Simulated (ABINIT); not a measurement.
## A GW chain in ABINIT: KCl (Sylvite)

How does a plane-wave GW calculation on KCl (Sylvite) run from the first input to the gap?

Calculated with ABINIT 10.8.3; PBE and many-body steps on it, plane waves.

Most raw output is cut from this account.

## 1. The starting structure

It takes space group Fm-3m (No. 225, cubic). The conventional cell has a = 6.293 Å, b = 6.293 Å, c = 6.293 Å, α = 90.00°, β = 90.00°, γ = 90.00°. Nearest to K lie 6 Cl at 3.15 Å. Nearest to Cl lie 6 K at 3.15 Å. Farther neighbours and most contacts between anions are not listed.

Coordinates:

```cif
data_structure
_symmetry_space_group_name_H-M 'Fm-3m'
_symmetry_Int_Tables_number 225
_cell_length_a 6.2929
_cell_length_b 6.2929
_cell_length_c 6.2929
_cell_angle_alpha 90.000
_cell_angle_beta 90.000
_cell_angle_gamma 90.000
_cell_volume 249.21
loop_
_atom_site_label
_atom_site_type_symbol
_atom_site_symmetry_multiplicity
_atom_site_Wyckoff_symbol
_atom_site_fract_x
_atom_site_fract_y
_atom_site_fract_z
_atom_site_occupancy
K1 K 4 a 0.00000 0.00000 0.00000 1
Cl1 Cl 4 b 0.50000 0.00000 0.00000 1
```

The cell and positions come from the Crystallography Open Database and are kept as given unless a step says otherwise.

## 2. Ground state

This step: ABINIT 10.8.3; DFT, PBE, plane waves, norm-conserving pseudopotentials.

The ground-state density comes first.

File run.abi:

```
acell 3*1.0 Angstrom
rprim 
  -0.000000000000 3.146470000000 3.146470000000
  3.146470000000 0.000000000000 3.146470000000
  3.146470000000 3.146470000000 -0.000000000000
ntypat 2
znucl 19 17
natom 2
typat 1 2
xred 
  0.000000000000 0.000000000000 0.000000000000
  0.500000000000 0.500000000000 0.500000000000
pp_dirpath "pseudos"
pseudos "K.upf, Cl.upf"
ecut 33
ngkpt 6 6 6
nshiftk 1
shiftk 0 0 0
kptopt 1
chksymbreak 0
nband 13
occopt 1
tolvrs 1e-10
nstep 60
prtwf 0
optforces 0
optstress 0
indata_prefix "in"
outdata_prefix "out"
tmpdata_prefix "tmp"
```

Launch:

```
> OMP_NUM_THREADS=1 mpirun -n 8 abinit run.abi > log
```

The job ended after 10 s (8 MPI ranks of Intel Xeon Platinum 8375C at 2.90GHz (Ice Lake), shared host; peak memory 0.73 GiB; 80 s of CPU time).

Numbers from this step:

* total energy: -1268.0062 eV
* gap: 5.189 eV
* k of the valence top: 0, 0, 0
* k of the conduction bottom: 0, 0, 0
* least direct gap: 5.189 eV

The gap is direct, at Γ.

## 3. Bands along the symmetry lines

Levels along a band path, at the cheap level, show where the edges lie and whether the meshes to come will hold them.

File run.abi:

```
acell 3*1.0 Angstrom
rprim 
  -0.000000000000 3.146470000000 3.146470000000
  3.146470000000 0.000000000000 3.146470000000
  3.146470000000 3.146470000000 -0.000000000000
ntypat 2
znucl 19 17
natom 2
typat 1 2
xred 
  0.000000000000 0.000000000000 0.000000000000
  0.500000000000 0.500000000000 0.500000000000
pp_dirpath "pseudos"
pseudos "K.upf, Cl.upf"
ecut 33
iscf -2
irdden 1
kptopt 0
nkpt 50
kpt 
  0.00000000 0.00000000 0.00000000
  0.06250000 0.00000000 0.06250000
  0.12500000 0.00000000 0.12500000
  0.18750000 0.00000000 0.18750000
  0.25000000 0.00000000 0.25000000
  0.31250000 0.00000000 0.31250000
  0.37500000 0.00000000 0.37500000
  0.43750000 0.00000000 0.43750000
  0.50000000 0.00000000 0.50000000
  0.51562500 0.03125000 0.51562500
  0.53125000 0.06250000 0.53125000
  0.54687500 0.09375000 0.54687500
  0.56250000 0.12500000 0.56250000
  0.57812500 0.15625000 0.57812500
  0.59375000 0.18750000 0.59375000
  0.60937500 0.21875000 0.60937500
  0.62500000 0.25000000 0.62500000
  0.37500000 0.37500000 0.75000000
  0.32812500 0.32812500 0.65625000
  0.28125000 0.28125000 0.56250000
  0.23437500 0.23437500 0.46875000
  0.18750000 0.18750000 0.37500000
  0.14062500 0.14062500 0.28125000
  0.09375000 0.09375000 0.18750000
  0.04687500 0.04687500 0.09375000
  0.00000000 0.00000000 0.00000000
  0.06250000 0.06250000 0.06250000
  0.12500000 0.12500000 0.12500000
  0.18750000 0.18750000 0.18750000
  0.25000000 0.25000000 0.25000000
  0.31250000 0.31250000 0.31250000
  0.37500000 0.37500000 0.37500000
  0.43750000 0.43750000 0.43750000
  0.50000000 0.50000000 0.50000000
  0.50000000 0.46875000 0.53125000
  0.50000000 0.43750000 0.56250000
  0.50000000 0.40625000 0.59375000
  0.50000000 0.37500000 0.62500000
  0.50000000 0.34375000 0.65625000
  0.50000000 0.31250000 0.68750000
  0.50000000 0.28125000 0.71875000
  0.50000000 0.25000000 0.75000000
  0.50000000 0.21875000 0.71875000
  0.50000000 0.18750000 0.68750000
  0.50000000 0.15625000 0.65625000
  0.50000000 0.12500000 0.62500000
  0.50000000 0.09375000 0.59375000
  0.50000000 0.06250000 0.56250000
  0.50000000 0.03125000 0.53125000
  0.50000000 0.00000000 0.50000000
istwfk *1
nband 15
nbdbuf 2
tolwfr 1e-08
nstep 40
prtwf 0
prtvol 0
indata_prefix "in"
outdata_prefix "out"
tmpdata_prefix "tmp"
```

The job ended after 21 s (8 MPI ranks; peak memory 0.6 GiB; 2.7 min of CPU time).

This step gave:

- gap: 5.189 eV
- k of the valence top: 0, 0, 0
- k of the conduction bottom: 0, 0, 0
- least direct gap: 5.189 eV

The gap is 5.189 eV, as in the run before at this level.

Electronic bands along the path, in eV, zero at the top of the highest filled band; v1 is the highest filled band, c1 the lowest empty one:

| point | v4 | v3 | v2 | v1 | c1 | c2 | c3 | c4 |
| --- | --- | --- | --- | --- | --- | --- | --- | --- |
| Γ | -10.66 | 0.00 | 0.00 | 0.00 | 5.19 | 8.37 | 8.37 | 8.37 |
| halfway | -10.58 | -0.63 | -0.13 | -0.13 | 6.64 | 7.24 | 9.66 | 9.84 |
| X | -10.71 | -0.66 | -0.22 | -0.22 | 6.53 | 8.34 | 10.07 | 10.18 |
| halfway | -10.68 | -0.63 | -0.32 | -0.24 | 6.74 | 8.60 | 9.70 | 10.36 |
| U | -10.60 | -0.56 | -0.55 | -0.29 | 7.27 | 9.07 | 9.30 | 10.07 |
| jump to K | -10.60 | -0.56 | -0.55 | -0.29 | 7.27 | 9.07 | 9.30 | 10.07 |
| halfway | -10.51 | -0.69 | -0.24 | -0.20 | 6.89 | 7.97 | 9.19 | 9.85 |
| Γ | -10.66 | 0.00 | 0.00 | 0.00 | 5.19 | 8.37 | 8.37 | 8.37 |
| halfway | -10.53 | -0.59 | -0.17 | -0.17 | 6.45 | 8.16 | 9.11 | 9.11 |
| L | -10.42 | -1.05 | -0.32 | -0.32 | 7.58 | 8.60 | 10.50 | 10.50 |
| halfway | -10.51 | -0.84 | -0.40 | -0.33 | 7.84 | 8.34 | 10.04 | 10.14 |
| W | -10.57 | -0.49 | -0.47 | -0.47 | 8.03 | 8.03 | 9.44 | 9.85 |
| halfway | -10.64 | -0.61 | -0.36 | -0.30 | 6.95 | 8.80 | 9.34 | 10.32 |
| X | -10.71 | -0.66 | -0.22 | -0.22 | 6.53 | 8.34 | 10.07 | 10.18 |

## 4. Empty states on the mesh, 4×4×4 mesh, 346 bands

The sums over transitions need many empty states on a uniform mesh; this step solves for them.

File run.abi:

```
acell 3*1.0 Angstrom
rprim 
  -0.000000000000 3.146470000000 3.146470000000
  3.146470000000 0.000000000000 3.146470000000
  3.146470000000 3.146470000000 -0.000000000000
ntypat 2
znucl 19 17
natom 2
typat 1 2
xred 
  0.000000000000 0.000000000000 0.000000000000
  0.500000000000 0.500000000000 0.500000000000
pp_dirpath "pseudos"
pseudos "K.upf, Cl.upf"
ecut 33
ngkpt 4 4 4
nshiftk 1
shiftk 0 0 0
kptopt 1
chksymbreak 0
irdden 1
istwfk *1
nband 346
prtvol 0
optdriver 6
gwr_task "HDIAGO"
paral_kgb 0
occopt 1
indata_prefix "in"
outdata_prefix "out"
tmpdata_prefix "tmp"
```

Wall time 64 s (8 MPI ranks); peak memory 6.8 GiB.

Numbers from this step:

```yaml
gap: 5.190 eV
k_of_the_valence_top: 0, 0, 0
k_of_the_conduction_bottom: 0, 0, 0
least_direct_gap: 5.190 eV
k_points_computed: 8
lowest_point_of_the_top_converged_band_above_the_valence_top: 169.2113 eV
```

On this mesh the gap is 5.190 eV.

## 5. Screening, 4×4×4 mesh, 338 bands, screening to 228.6 eV

The RPA dielectric matrix is built and inverted for each q.

This step: RPA screening on PBE, plane waves, norm-conserving pseudopotentials.

run.abi: that of step 4 with these lines changed.

```diff
@@ -20,10 +20,11 @@
 chksymbreak 0
-irdden 1
 istwfk *1
-nband 346
-prtvol 0
-optdriver 6
-gwr_task "HDIAGO"
-paral_kgb 0
 occopt 1
+irdwfk 1
+optdriver 3
+nband 338
+ecuteps 8.4
+inclvkb 2
+awtr 1
+symchi 1
 indata_prefix "in"
```

Wall time 2.9 min (8 MPI ranks); peak memory 3.5 GiB.

Numbers from this step:

| Quantity | Value |
| --- | --- |
| ε∞ with local fields, on this mesh, along the program's q direction | 2.178 |
| the same without local fields | 2.586 |
| plasma frequency | 18.82 eV |
| plane waves in the screening matrix | 531 |

Local fields lower ε∞ by 16 %.

## 6. Self-energy, 4×4×4 mesh, 338 bands, screening to 228.6 eV

The self-energy is evaluated for the states that the input lists, and the levels follow from it, in one-shot runs by the linearised quasiparticle equation.

This step: G0W0 on PBE, plane waves, norm-conserving pseudopotentials.

run.abi: that of step 5 with these lines changed.

```diff
@@ -23,8 +23,15 @@
 irdwfk 1
-optdriver 3
+optdriver 4
 nband 338
+gwcalctyp 0
+ecutsigx 33
+symsigma 1
+nkptgw 1
+kptgw 
+  0.0000000000 0.0000000000 0.0000000000
+bdgw 
+  6 12
 ecuteps 8.4
-inclvkb 2
-awtr 1
-symchi 1
+irdscr 1
+ppmodel 1
 indata_prefix "in"
```

The job ended after 48 s (8 MPI ranks; peak memory 4.1 GiB; 6.4 min of CPU time).

Numbers from this step:

```yaml
g0w0_gap_on_the_points_computed: 8.178 eV
starting_gap_on_the_mesh: 5.190 eV
k_of_the_valence_top: 0, 0, 0
k_of_the_conduction_bottom: 0, 0, 0
z_at_the_valence_top: 0.807
z_at_the_conduction_bottom: 0.872
least_direct_g0w0_gap_on_the_computed_points: 8.178 eV
```

The gap on the mesh goes from 5.19 eV to 8.18 eV, a correction of +2.99 eV.

Limits: finite bands, cutoff and mesh. v1 is the top filled band, c1 the lowest empty one. The levels before and after the correction (eV, zero at the valence-band top of each column):

|  | conduction bottom | valence top |
| --- | --- | --- |
| Kohn-Sham | 5.19 | 0.00 |
| G0W0 | 8.18 | 0.00 |

|  | level | energy (eV) |
| --- | --- | --- |
| Kohn-Sham | Γ v3-v1 | 0.000 |
| Kohn-Sham | Γ c1 | 5.190 |
| Kohn-Sham | Γ c2-c4 | 8.367 |
| G0W0 | Γ v3-v1 | 0.000 |
| G0W0 | Γ c1 | 8.178 |
| G0W0 | Γ c2-c4 | 12.265 |

## 7. Where the time went

Times are wall times on 8 MPI ranks of Intel Xeon Platinum 8375C at 2.90GHz (Ice Lake), shared host, good to a factor of about two.

| step | time | share | memory (GiB) |
| --- | --- | --- | --- |
| ground state | 10 s | 3 % | 0.73 |
| bands along the symmetry lines | 21 s | 7 % | 0.6 |
| empty states on the mesh | 64 s | 20 % | 6.8 |
| screening | 2.9 min | 55 % | 3.5 |
| self-energy | 48 s | 15 % | 4.1 |

## 8. Summary of results

```
PBE gap              : 5.19 eV, direct
G0W0 gap on the mesh : 8.18 eV
GW settings          : 4×4×4 mesh, 338 bands, screening to 228.6 eV, Godby-Needs plasmon pole
known limits         : not at the basis limit
```

What this shows: G0W0 moves the gap on the mesh from 5.19 eV to 8.18 eV (+2.99 eV), with Z of 0.81 and 0.87 at the edges. Local fields lower the RPA ε∞ on this mesh from 2.59 to 2.18. Only 1 of the mesh's irreducible points was corrected, so a valley elsewhere could overtake. The dearest step here is «screening». Bands and cutoff are finite, so the gap is not at the basis limit. The miss can reach some tenths of an eV and take either sign; the mesh is an error of its own. In the G0W0 run levels were corrected at 1 k point alone, so a gap called «on the mesh» is the least over those, and an edge elsewhere would be missed.

[Paths, hosts, dates, memory and timing lines, banners, echoed tables and standing remarks are left out of the program output.]

[Logs are printed without paths, hosts, clocks, repeated set-up lines and the standing remarks that a program may print on its own settings, such as how far it seeks lower states.]

[Runs of the session that timed out or met a known fault of the program may be left out.]

[Hosts, paths, dates, database ids (printed as entryN), source tags and the programs' standing remarks are cut or masked in the printed files.]

[G0W0 gaps are taken among the corrected bands and points alone; a level outside them can change the order at an edge.]

[Where Ansatz stands beside ABINIT at settings called matched, ABINIT's density can come from a denser mesh and the files from another edition; pairs whose starting gaps differed by over 0.03 eV were left out, so agreement reads better than it is.]
